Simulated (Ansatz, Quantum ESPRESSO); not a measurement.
# SiC (Moissanite 3C): from Born charge to LO-TO splitting

Aim: work out the LO frequency and the static dielectric constant of SiC (Moissanite 3C) from one linear-response run, then check them.

Program: Quantum ESPRESSO 7.5. Level of theory: DFT PBE, scalar-relativistic, plane waves, SG15 norm-conserving pseudopotentials. Results are calculated unless marked as measured.

### Step 1. The relaxed structure

Symmetry: F-43m, No. 216, cubic system. The conventional cell has a = 4.381 Å, b = 4.381 Å, c = 4.381 Å, α = 90.00°, β = 90.00°, γ = 90.00°. Nearest to Si lie 4 C at 1.90 Å. C has 4 Si at 1.90 Å nearest. Farther neighbours are not listed.

This is the cell after its relaxation at this level of theory, not the database cell from which that began.

### Step 2. What the response run gave

A linear-response run on the relaxed cell, with the response to an electric field; only its zone-centre results are used. Cutoff 80 Ry, k mesh 12×12×12.

The program printed:

```text
[banners, grids, parts of the stress and lines that vanish by symmetry left out]
Program PHONON v.7.5
     Reading xml data from directory:

[...]
Exchange-correlation= PBE
                           (   1   4   3   4   0   0   0)
[...]
kinetic-energy cut-off    =      80.0000  Ry
     charge density cut-off    =     320.0000  Ry
     convergence threshold     =      1.0E-18
[...]
Exchange-correlation= PBE
                           (   1   4   3   4   0   0   0)
[...]
q = (   0.0000000   0.0000000   0.0000000 )
     25 Sym.Ops. (with q -> -q+G )
     G cutoff =  555.6291  (  13731 G-vectors)     FFT grid: ( 36, 36, 36)
     number of k points=    72
[...]
Mode symmetry, T_d (-43m)  point group:
[...]
Dielectric constant
[...]
End of electric fields calculation
          Dielectric constant in cartesian axis
          (       6.978443295      -0.000000000      -0.000000000 )
          (      -0.000000000       6.978443295       0.000000000 )
          (      -0.000000000       0.000000000       6.978443295 )
          Effective charges (d Force / dE) in cartesian axis without acoustic sum rule applied (asr)
           atom    1  Si    Mean Z*:        2.71571
      Ex  (        2.71571        0.00000        0.00000 )
      Ey  (        0.00000        2.71571       -0.00000 )
      Ez  (        0.00000       -0.00000        2.71571 )
           atom    2  C     Mean Z*:       -2.71619
      Ex  (       -2.71619       -0.00000       -0.00000 )
      Ey  (       -0.00000       -2.71619        0.00000 )
      Ez  (       -0.00000        0.00000       -2.71619 )
          Effective charges Sum: Mean:       -0.00048
[...]
Effective charges (d Force / dE) in cartesian axis with asr applied:
           atom    1  Si    Mean Z*:        2.71595
[...]
atom    2  C     Mean Z*:       -2.71595
[...]
Representation #   1 modes #   1   2   3
[...]
End of self-consistent calculation
     Convergence has been achieved
     Representation #   2 modes #   4   5   6
[...]
End of self-consistent calculation
     Convergence has been achieved
[...]
Dielectric constant in cartesian axis
          (       6.978443295      -0.000000000      -0.000000000 )
          (      -0.000000000       6.978443295       0.000000000 )
          (      -0.000000000       0.000000000       6.978443295 )
          Effective charges (d Force / dE) in cartesian axis without acoustic sum rule applied (asr)
           atom    1  Si    Mean Z*:        2.71571
      Ex  (        2.71571        0.00000        0.00000 )
      Ey  (        0.00000        2.71571       -0.00000 )
      Ez  (        0.00000       -0.00000        2.71571 )
           atom    2  C     Mean Z*:       -2.71619
      Ex  (       -2.71619       -0.00000       -0.00000 )
      Ey  (       -0.00000       -2.71619        0.00000 )
      Ez  (       -0.00000        0.00000       -2.71619 )
          Effective charges Sum: Mean:       -0.00048
[...]
Effective charges (d Force / dE) in cartesian axis with asr applied:
           atom    1  Si    Mean Z*:        2.71595
[...]
atom    2  C     Mean Z*:       -2.71595
[...]
q = (    0.000000000   0.000000000   0.000000000 )
[...]
freq (    1) =       1.009265 [THz] =      33.665459 [cm-1]
     freq (    2) =       1.009265 [THz] =      33.665459 [cm-1]
     freq (    3) =       1.009265 [THz] =      33.665459 [cm-1]
     freq (    4) =      23.234923 [THz] =     775.033591 [cm-1]
     freq (    5) =      23.234923 [THz] =     775.033591 [cm-1]
     freq (    6) =      23.234923 [THz] =     775.033591 [cm-1]
[...]
Mode symmetry, T_d (-43m)  point group:
     freq (   1-   3) =         33.7  [cm-1]   --> T_2  G_15 P_4   I+R
     freq (   4-   6) =        775.0  [cm-1]   --> T_2  G_15 P_4   I+R

   JOB DONE.
```

| quantity | value |
| --- | --- |
| cell volume Ω (Å³) | 21.025 |
| mass of Si (u) | 28.085 |
| mass of C (u) | 12.011 |
| Born charge of Si, raw (e) | 2.716 |
| Born charge of C, raw (e) | -2.716 |
| ε∞ | 6.978 |
| ω(TO) after the sum rule (cm⁻¹) | 773.3 |

### Step 3. The calculation

The charges must sum to zero over the cell; taking off their mean, 0.000 e, leaves Z* = 2.716 e on Si. In the polar mode Si moves against C, so the reduced mass is μ = 28.09 × 12.01 / 40.10 = 8.413 u.

A longitudinal wave builds up a field that adds to the restoring force: ω(LO)² = ω(TO)² + 4π Z*² / (μ Ω ε∞), in Hartree atomic units. With μ = 15336 electron masses and Ω = 141.88 bohr³ the second term is 6.1045e-06 Ha², or 294050 cm⁻² (1 Ha = 219474.6 cm⁻¹).

So ω(LO) = √(598055 + 294050) = 944.5 cm⁻¹, and by the Lyddane-Sachs-Teller relation ε₀ = ε∞ (ω(LO)/ω(TO))² = 10.41.

### Step 4. Check against the program

The analysis program adds the same non-analytic term to the full matrix, here for q along (1 0 0).

The program printed:

```text
[banner, memory and clock lines left out]
Program DYNMAT v.7.5

     Reading Dynamical Matrix from file g.dyn
     ...Force constants read
     ...epsilon and Z* read

     Polarizability (A^3 units)
     multiply by 0.334134 for Clausius-Mossotti correction
        10.002621   -0.000000   -0.000000
        -0.000000   10.002621    0.000000
        -0.000000    0.000000   10.002621

     IR activities are in (D/A)^2/amu units

# mode   [cm-1]    [THz]      IR
    1     -0.00   -0.0000    0.0000
    2      0.00    0.0000    0.0000
    3      0.00    0.0000    0.0000
    4    773.34   23.1842   20.2284
    5    773.34   23.1842   20.2284
    6    944.51   28.3158   20.2284
```

ε₀ comes from the program's run without a direction of q.

| quantity | by hand | program |
| --- | --- | --- |
| ω(LO) (cm⁻¹) | 944.5 | 944.5 |
| ε₀ | 10.41 | 10.41 |

### Step 5. Summary of results

```json
{
  "TO mode": "773.3 cm⁻¹",
  "LO mode": "944.5 cm⁻¹",
  "static dielectric constant": "10.41"
}
```

**Reading.** The LO mode of SiC (Moissanite 3C) lies at 945 cm⁻¹, 171 cm⁻¹ above the TO mode; the formula meets the program within 0.1 cm⁻¹, as it must for a cubic crystal with one polar mode. ω(LO)² − ω(TO)² goes with Z*²/ε∞: an error of 5 % in ε∞ would move the LO mode by 7.4 cm⁻¹, and semilocal functionals tend to overestimate ε∞. The acoustic modes of the response miss zero by 34 cm⁻¹, a numerical error that can touch the optical modes as well. These are harmonic values at zero temperature, at the volume of this functional, for the structure held cubic; stability elsewhere in the zone is no part of this calculation.

[Host names and launcher messages were left out of these logs when they were recorded.]

[Logs are printed without paths, hosts, clocks, repeated set-up lines and the standing remarks that a program may print on its own settings, such as how far it seeks lower states.]

[Hosts, paths, dates, database ids (printed as entryN), source tags and the programs' standing remarks are cut or masked in the printed files.]
